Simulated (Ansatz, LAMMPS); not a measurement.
# Relaxing free surface of ionic liquid Pyr13+ acetate, from a frame at 300 K (136 atoms), part 3 of 3

How does free surface of ionic liquid Pyr13+ acetate, from a frame at 300 K (136 atoms) relax, and what do bonds, charges and levels look like afterwards?

Ansatz 0.2.0; Kohn-Sham DFT, PBE+D4, PAW (set soft_2), plane waves.

The cell: 40 C, 4 N, 84 H and 8 O. The network of contacts between molecules at the start is that of the classical potential that made the cell. The Brillouin zone is sampled at Γ only, in a cell whose shortest periodic width is 11 Å.

So far. Step 4 (Relaxation): The relaxation changed the energy by -45.7 meV/atom, and atoms moved by 1.5 Å r.m.s., 3.3 Å at most.

## 6. Single point at the relaxed geometry

The electronic structure is read at the final geometry, in a run of its own.

File input.yaml:

```yaml
crystal:
  lattice:
    - [10.52695, 0.0, 0.0]
    - [0.0, 10.52695, 0.0]
    - [0.0, 0.0, 23.14739]
  atoms:
    - { symbol: C, position: [0.75003, 0.90688, 0.70648] }
    - { symbol: C, position: [0.7427, 0.86306, 0.64355] }
    - { symbol: C, position: [0.8523, 0.92011, 0.6095] }
    - { symbol: "N", position: [0.86239, 0.87715, 0.54716] }
    - { symbol: C, position: [0.96371, 0.95582, 0.51884] }
    - { symbol: C, position: [0.73624, 0.89183, 0.51447] }
    - { symbol: C, position: [0.68549, 0.75789, 0.50713] }
    - { symbol: C, position: [0.80658, 0.67928, 0.49867] }
    - { symbol: C, position: [0.89683, 0.73586, 0.54297] }
    - { symbol: H, position: [0.83736, 0.87307, 0.72749] }
    - { symbol: H, position: [0.74877, 0.01102, 0.70945] }
    - { symbol: H, position: [0.66883, 0.87068, 0.73123] }
    - { symbol: H, position: [0.65129, 0.89254, 0.62476] }
    - { symbol: H, position: [0.74487, 0.75854, 0.64225] }
    - { symbol: H, position: [0.94448, 0.89601, 0.62903] }
    - { symbol: H, position: [0.84269, 0.02414, 0.6075] }
    - { symbol: H, position: [0.9689, 0.92853, 0.47315] }
    - { symbol: H, position: [0.93501, 0.05551, 0.52325] }
    - { symbol: H, position: [0.05443, 0.93753, 0.54077] }
    - { symbol: H, position: [0.76, 0.93077, 0.47203] }
    - { symbol: H, position: [0.67471, 0.95795, 0.53777] }
    - { symbol: H, position: [0.622, 0.75355, 0.46969] }
    - { symbol: H, position: [0.63216, 0.72658, 0.54534] }
    - { symbol: H, position: [0.84378, 0.69335, 0.4548] }
    - { symbol: H, position: [0.79119, 0.57731, 0.50652] }
    - { symbol: H, position: [0.99823, 0.72936, 0.53289] }
    - { symbol: H, position: [0.88127, 0.6941, 0.58571] }
    - { symbol: C, position: [0.05395, 0.45073, 0.42583] }
    - { symbol: C, position: [0.97689, 0.32959, 0.41583] }
    - { symbol: C, position: [0.84256, 0.36316, 0.39696] }
    - { symbol: "N", position: [0.76238, 0.25174, 0.37752] }
    - { symbol: C, position: [0.74622, 0.1589, 0.4259] }
    [... 98 atom lines left out ...]
    - { symbol: C, position: [0.28943, 0.32997, 0.33843] }
    - { symbol: O, position: [0.35383, 0.43128, 0.34044] }
    - { symbol: O, position: [0.29213, 0.23974, 0.37472] }
    - { symbol: H, position: [0.25246, 0.32667, 0.24582] }
    - { symbol: H, position: [0.12778, 0.39159, 0.2872] }
    - { symbol: H, position: [0.15075, 0.22302, 0.28627] }
kpoints:
  mp_grid: { grid: [1, 1, 1] }
hamiltonian:
  xc: pbe
  dispersion: d4
scf:
  occupations: { method: fixed }
output:
  forces: true
  populations: intrinsic
  dos:
    method: { smearing: { sigma: 0.08 } }
    de: 0.1
    projected: { site_lists: { C: [C], H: [H], "N": ["N"], O: [O] } }
  eigenvalues: true
  write_density: true
  write_potential: true
  volumetric_format: npy
  elf: true
```

Run with:

```bash
$ ansatz run input.yaml --threads 4 --pin off --max-ram 8192MiB --backend cpu --events-out ev --progress --plain --runs-dir out
```

Numbers of over 12 decimals in the logs are rounded to 6 here.

Log:

```text
[...]
Crystal: 136 atoms, lattice volume = 2565.117 Å³
Basis set: ecut = 420 eV, 50193 PW (Γ), exchange–correlation on 144×144×320 points (8 copies of the dense FFT grid, shifted against one another)
Bands: 292, of which v1, the nominal top of the filled ones, is band 156 counted from 1 (155 counted from 0)
Symmetry: 1 space group operations
[...]
k-points: 1
[...]
SCF iter   1: F=—  HF=-17465.534568 eV  |F-HF|=—  |Δ(HF+E_count)|=         —  Δρ=3.56e-3  dr2=5.72e-1  ethr=1.77e-3  ⟨swp⟩=4.0  Hψ=1025  notcnv=0  defer=134
[...]
SCF iter   9: F=-17465.427388 eV  HF=-17465.427388 eV  |F-HF|=1.20e-8  |Δ(HF+E_count)|=   4.26e-7  Δρ=1.69e-6  dr2=5.33e-8  ethr=3.21e-11  ⟨swp⟩=29.0  Hψ=3148  notcnv=0
SCF 1 converged in 9 iterations: F = -17465.427388 eV  dr2 = 5.33e-8
[...]
WARN: The output density's exchange-correlation potential varies sharply where the density is thin. Do not read a vacuum level from v_tot or v_xc, or from such a field of the output density. On a cell that repeats whose density bears no net charge and no dipole along the vacuum's axis use v_es (v_loc + v_h of the components); [...]
SCF converged after 9 iterations
Free energy (F): -17465.427388 eV
[...]
Internal energy: -17465.427388 eV  (E = F + TS)
E sigma→0 (E₀):  -17465.427388 eV
Fermi energy:    -1.911996 eV
[...]
--- Forces (eV/Å), atoms counted from 1 ---
  atom   1  C     -0.00438803     0.00515274    -0.00857799
  atom   2  C     -0.00398722    -0.00304792     0.00549494
  atom   3  C      0.00187643     0.00186919     0.00133758
  atom   4  N      0.00056656     0.00561908     0.00031565
  atom   5  C      0.00263363     0.00006383     0.00456752
  atom   6  C     -0.00550477    -0.00064743     0.00293078
  atom   7  C      0.00187488     0.00319873     0.00499214
  atom   8  C     -0.00680035    -0.00893560    -0.00279062
  atom   9  C      0.00652654    -0.00357901     0.00098884
  atom  10  H      0.00374696    -0.00083894     0.00204699
  atom  11  H      0.00017150    -0.00175806    -0.00167169
  atom  12  H     -0.00137120    -0.00178413     0.00159404
  atom  13  H     -0.00015241     0.00084982    -0.00057745
  atom  14  H      0.00185761     0.00223239     0.00201180
[...]
atom 135  H     -0.00510360     0.00469831    -0.00272710
  atom 136  H      0.00106407    -0.00048610     0.00082302
  max |Σ_I F_I| component: 9.21e-5 eV/Å
--- Band table (eV) ---
[...]
--- intrinsic populations: 136 sites ---
  site symbol       q [e]
     0      C      4.5292
     1      C      4.3194
     2      C      4.2434
[...]
135      H      0.8308
  spilling = 0.000000 (of n_electrons = 312.000000)
```

Wall time 31 s (4 threads of Arm Neoverse V1, shared host); peak memory 2.5 GiB.

The program notes that the exchange-correlation potential is rough where the density is thin.

Numbers from this run:

- free energy: -17465.4274 eV
- free energy per atom: -128.4223 eV/atom
- SCF cycles: 9
- r.m.s. force component: 0.00529 eV/Å
- longest force: 0.03733 eV/Å
- Fermi energy: -1.912 eV
- gap (highest filled to lowest empty level): 3.278 eV

Intrinsic-atomic-orbital charges by element and coordination:

```tsv
element	coordination	atoms	mean charge (e)	spread	least	most
C	all	40	-0.271	0.286	-0.615	0.506
C	3	4	0.506	4.0e-4	0.505	0.506
C	4	36	-0.358	0.127	-0.615	-0.221
H	all	84	0.186	0.0145	0.157	0.218
N	all	4	0.0878	0.0018	0.0854	0.0901
O	all	8	-0.638	0.0061	-0.643	-0.624
```

Density of states as counts of states in windows of 1 eV (from the Fermi level), total and the larger projections:

```tsv
from (eV)	to (eV)	total	C p	H s	O p
-10	-9	6.2	2.0	2.0	0.0
-9	-8	16.0	8.8	3.4	0.1
-8	-7	22.2	11.3	4.7	1.8
-7	-6	25.4	15.7	6.6	0.7
-6	-5	44.2	24.1	10.2	6.2
-5	-4	46.8	29.0	11.9	2.7
-4	-3	37.4	19.7	11.4	5.0
-3	-2	0.0	0.0	0.0	0.0
-2	-1	5.1	0.1	0.0	5.0
-1	0	18.3	1.6	0.3	15.9
0	1	0.6	0.0	0.0	0.5
1	3	0.0	0.0	0.0	0.0
3	4	5.8	0.4	1.6	0.0
4	5	32.0	4.7	7.7	1.3
```

The curve was stored every 0.100 eV, coarse against its broadening of 0.08 eV, so these counts are rough.

With fixed occupations the program's Fermi level is the highest filled level; weight inside the gap is the broadening of levels at its edges.

Between -21 and -10 eV lie 90 more states.

The levels nearest the highest filled one (over half full), pooled over k-points and spins:

```tsv
level less the highest filled one (eV)	occupation
-0.456	2
-0.296	2
-0.270	2
-0.241	2
-0.149	2
0	2
3.28	0
3.38	0
4.01	0
4.08	0
4.25	0
4.35	0
```

Planar average of the electrostatic potential energy along the normal, with the Fermi level as zero, after a running mean with a triangular window 4 Å wide at its base:

```tsv
height (Å)	potential energy (eV)
0.0	4.23
0.7	4.21
1.3	4.20
2.0	4.19
2.6	4.16
3.3	4.05
3.9	3.86
4.6	3.38
5.2	2.73
5.9	1.71
6.5	0.67
7.2	-0.39
8.0	-1.09
8.5	-1.15
9.3	-0.71
9.8	-0.33
10.6	0.00
11.1	-0.24
11.9	-0.77
12.4	-1.07
13.2	-0.83
13.7	-0.17
14.5	0.81
15.0	1.49
15.8	2.23
16.5	2.92
17.1	3.46
17.8	3.95
18.4	4.17
19.1	4.28
19.7	4.29
20.4	4.28
21.0	4.27
21.7	4.25
22.3	4.24
23.0	4.23
```

ELF in the cb plane at fractional x = 0.356, with atoms of N and H and C and O within 0.2 Å of it. It is the smooth field of the valence electrons, not physical close to the nuclei.

Values in units of 1e-1, 13 rows by 16 columns, each cell a mean:
```
0.0 0.0 0.0 0.0 1.0 4.1 1.3 5.9 6.2 6.3 5.0 0.4 4.3 6.8 2.8 3.6
0.0 0.0 0.0 0.0 2.7 9.7 6.3 4.7 6.4 1.6 1.4 0.2 1.8 4.1 7.4 7.4
0.0 0.0 0.0 0.0 0.8 7.9 5.3 4.9 6.3 0.6 0.2 0.0 1.2 4.6 6.1 5.7
0.0 0.0 0.0 0.1 0.0 0.5 0.4 3.8 5.9 0.7 0.3 0.9 2.5 0.6 3.9 5.6
0.0 0.0 0.0 0.0 0.0 0.3 0.4 5.9 9.3 1.3 0.4 4.1 9.8 3.0 0.7 1.2
0.0 0.0 0.0 0.0 0.0 0.2 0.4 2.2 3.8 2.4 7.6 4.2 7.5 3.1 0.1 0.0
0.0 0.0 0.0 0.0 0.0 0.1 3.5 7.6 5.7 3.5 9.3 4.9 7.1 4.8 1.2 0.1
0.0 0.0 0.0 0.0 0.6 0.5 2.9 6.5 6.7 0.8 2.9 2.1 5.3 4.9 1.9 4.4
0.0 0.0 0.0 0.2 2.6 3.0 1.2 5.9 2.9 1.2 7.2 5.0 5.8 3.6 3.3 9.8
0.0 0.0 0.0 0.1 1.1 1.5 0.7 4.1 7.1 3.9 6.4 2.9 6.1 3.6 5.4 8.0
0.0 0.0 0.0 0.0 0.1 0.1 0.1 2.1 6.2 2.3 0.4 2.4 4.6 0.9 8.0 6.0
0.0 0.0 0.0 0.0 0.0 0.0 0.9 3.7 1.1 3.4 3.2 4.1 7.0 0.4 5.9 3.9
0.0 0.0 0.0 0.0 0.0 0.0 3.1 9.8 6.1 5.5 4.3 0.4 2.2 3.4 0.6 0.1
```
Columns run along c (16.0 Å, from fractional 0.01 to 0.70 of the cell), rows up along b (10.5 Å). Atoms in or near the plane, at fractional coordinates: N at (0.55, 0.31), H at (0.67, 0.31), H at (0.45, 0.51), H at (0.54, 0.63), H at (0.36, 0.63), H at (0.34, 0.03), C at (0.65, 0.81), C at (0.59, 0.88), O at (0.34, 0.43).

Electrostatic potential energy in the cb plane at fractional x = 0.356, with atoms of N and H and C and O within 0.2 Å of it. With pseudopotentials it is smooth inside the atoms' cores, unlike the true potential.

Values in eV, 13 rows by 16 columns, each cell a mean:
```
 -1 -27 -15 -18   2   4  -6  -6   2   2   3   2   2   2   2   2
 -3 -24  -4   0   3   4 -19 -27 -14   0   3   3   2   2   2   2
 -4 -29  -4   1   3   3  -3 -12 -34  -1   3   3   2   2   2   2
 -1 -16  -2   1   2   2   2   1  -3   2   3   3   2   2   2   2
  1 -19   0   2   2 -12  -4   3   3   3   3   2   2   2   2   2
  3  -3   2  -3   0 -18 -12   2   2   2   2   2   2   2   2   2
 -2 -10   3 -12  -5 -15 -14   1   2   2   2   2   2   2   2   2
-12 -27   4   2  -2  -6 -15   0   1   2   2   2   2   2   2   2
 -3  -8   3  -1  -4 -23 -20   0 -12  -4   2   2   2   2   2   2
  1  -3   1  -1  -1 -18 -15  -5 -24  -1   2   2   2   2   2   2
  3   2   3   3   1  -3  -1  -3 -19   1   2   2   2   2   2   2
  2   2   3   1   2  -3   1   2  -1   2   2   2   2   2   2   2
 -6 -17  -6 -11   2   3   3   3   3   3   2   2   2   2   2   2
```
Columns run along c (16.0 Å, from fractional 0.30 to 0.99 of the cell; values clipped at the 3rd and 97th percentile), rows up along b (10.5 Å). Atoms in or near the plane, at fractional coordinates: N at (0.55, 0.31), H at (0.67, 0.31), H at (0.45, 0.51), H at (0.54, 0.63), H at (0.36, 0.63), H at (0.34, 0.03), C at (0.65, 0.81), C at (0.59, 0.88), O at (0.34, 0.43).

Mean intrinsic-atomic-orbital charges: C -0.27, H +0.19, N +0.09, O -0.64 e. The potential slopes across the vacuum by 0.018 eV/Å: the slab bears a dipole, and with periodic images along the normal there is no flat vacuum level to read.

Local excerpt of 14 atoms (numbers count through the whole input) about N58, one of the 4 N atoms; x, y, z are measured from there.

```tsv
atom	x	y	z	distance (Å)	bonds	intrinsic-atomic-orbital charge (e)
N58	0.00	0.00	0.00	0.00	4	0.09
C59	-1.02	-1.07	-0.26	1.50	4	-0.42
C63	-0.67	1.31	0.39	1.52	4	-0.22
C57	0.98	-0.47	1.06	1.52	4	-0.23
C60	0.81	0.34	-1.27	1.54	4	-0.24
H69	1.47	-1.36	0.63	2.10	1	0.21
H80	-1.60	1.36	-0.19	2.11	1	0.18
H70	1.75	0.31	1.14	2.11	1	0.19
H72	-1.49	-0.86	-1.23	2.11	1	0.20
H73	-1.76	-1.06	0.54	2.13	1	0.19
H71	-0.51	-2.05	-0.27	2.13	1	0.22
H74	1.82	-0.02	-1.10	2.13	1	0.19
H81	-0.92	1.28	1.45	2.14	1	0.19
H75	0.33	-0.14	-2.13	2.16	1	0.20
```

The column of bonds counts only the pairs H-C within 1.34 Å, C-C within 1.85 Å, C-O within 1.68 Å, C-N within 1.79 Å; other neighbours, such as metal atoms beside each other in a compound, aren't counted, and periodic images can show an atom twice.

## 7. A changed input

The input is spoilt on purpose; the run shows how that looks.

input.yaml, the sections that differ from step 6:

```yaml
crystal:
  lattice:
    - [10.52695, 0.0, 0.0]
    - [0.0, 10.52695, 0.0]
    - [0.0, 0.0, 23.14739]
  atoms:
    [... the 136 atom lines of step 3 ...]
scf:
  occupations: { method: fixed }
  max_iter: 100
output:
  forces: true
basis:
  ecutwfc: "80 eV"
# kpoints, hamiltonian: as in step 6
```

Log:

```text
Warning: basis.ecutwfc = 80 eV is below the records' recommended 420 eV, and the density's cutoff is lower with it unless basis.ecutrho_ratio is high enough to keep the records' density cutoff: compare with a run at a higher cutoff
[...]
Crystal: 136 atoms, lattice volume = 2565.117 Å³
Basis set: ecut = 80 eV, 4177 PW (Γ), exchange–correlation on 64×64×144 points (8 copies of the dense FFT grid, shifted against one another)
Bands: 292, of which v1, the nominal top of the filled ones, is band 156 counted from 1 (155 counted from 0)
Symmetry: 1 space group operations
[...]
k-points: 1
[...]
SCF iter   1: F=—  HF=-16593.811898 eV  |F-HF|=—  |Δ(HF+E_count)|=         —  Δρ=1.87e-1  dr2=1.44e3  ethr=1.77e-3  ⟨swp⟩=6.0  Hψ=941  notcnv=0  defer=132
[...]
SCF iter  19: F=-16238.122335 eV  HF=-16238.122335 eV  |F-HF|=2.20e-9  |Δ(HF+E_count)|=   1.24e-9  Δρ=3.86e-7  dr2=5.63e-9  ethr=3.21e-11  ⟨swp⟩=4.0  Hψ=563  notcnv=0
SCF 1 converged in 19 iterations: F = -16238.122335 eV  dr2 = 5.63e-9
[...]
SCF converged after 19 iterations
Free energy (F): -16238.122335 eV
[...]
Internal energy: -16238.122335 eV  (E = F + TS)
E sigma→0 (E₀):  -16238.122335 eV
Fermi energy:    -1.436159 eV
[...]
--- Forces (eV/Å), atoms counted from 1 ---
  atom   1  C     -0.06152065     0.46373908    -6.81939240
  atom   2  C      5.67144611     1.91966048     2.81627022
  atom   3  C     -1.89648668    -0.15755271    -0.21370663
  atom   4  N     -1.33628978     0.58623599    -0.41178343
  atom   5  C      2.88275808     0.68885457     2.47806678
  atom   6  C      0.95927272    -0.85015427     0.68784880
  atom   7  C      0.07978177    -3.42858259    -3.43239456
  atom   8  C     -1.98215012     3.10144611     1.71299221
  atom   9  C      0.85653711     0.06488048    -1.01573436
  atom  10  H      3.80684076    -3.38651477    -0.05369861
  atom  11  H      1.68345056     4.53801038     0.60700123
  atom  12  H     -4.91461778    -1.74291826     7.00957587
  atom  13  H     -3.88982056     4.62192953     0.43880305
  atom  14  H     -3.81237084    -6.08655853     0.01378888
[...]
atom 135  H      1.19748437     6.74669642    -0.95434357
  atom 136  H     -6.40289294    -1.12859510     1.30167197
  max |Σ_I F_I| component: 9.05e-3 eV/Å
```

It took 6 s on 4 threads; peak memory 0.44 GiB; 22 s of CPU time.

The program notes that the cutoff lies under the one recommended for these potentials.

The SCF closed, but on a changed input, so its numbers are not taken as the system's.

The fault in the input: a cutoff far too low (basis.ecutwfc = "80 eV"). The fix is to take out basis.ecutwfc.

Against the single point at the start:

| Quantity | Value |
| --- | --- |
| r.m.s. difference of force components | 5454 meV/Å |
| longest difference of force vectors | 33500 meV/Å |
| force difference over r.m.s. force | 672.4 % |

## 8. What came out

```
energy change in the relaxation                  : -45.72 meV/atom
r.m.s. displacement                              : 1.494 Å
largest displacement                             : 3.269 Å
free energy per atom                             : -128.4223 eV/atom
r.m.s. force component                           : 0.00529 eV/Å
gap (highest filled to lowest empty level) : 3.278 eV
wall time of the 4 DFT runs                      : 15 min
```

What this shows: Relaxation lowers the energy by 45.7 meV/atom and moves atoms by 1.5 Å r.m.s.; the r.m.s. force component goes from 0.81 to 0.0053 eV/Å, and the gap from 2.93 to 3.28 eV. By the final cutoffs no bond was broken or made. First to last step the energy falls by 6.218 eV; the largest move, 3.27 Å, is that of H22. The C-N bonds go from 1.505 Å (spread 0.036) to 1.521 Å (spread 0.017). With the cutoffs above, 90 % of C atoms have 4, all H atoms have 1, all N atoms have 4 and all O atoms have 1 bonded neighbour. The highest filled and lowest empty levels differ by 3.28 eV (at Γ alone); a semilocal functional tends to put such gaps too low.

What to keep in mind: The network of contacts between molecules at the start is that of the classical potential that made the cell; in DFT atoms moved by 1.5 Å r.m.s. The slab bears a dipole and has periodic images along its normal, so a spurious field crosses the vacuum.

[Logs are printed without paths, hosts, clocks, repeated set-up lines and the standing remarks that a program may print on its own settings, such as how far it seeks lower states.]

[Hosts, paths, dates, database ids (printed as entryN), source tags and the programs' standing remarks are cut or masked in the printed files.]
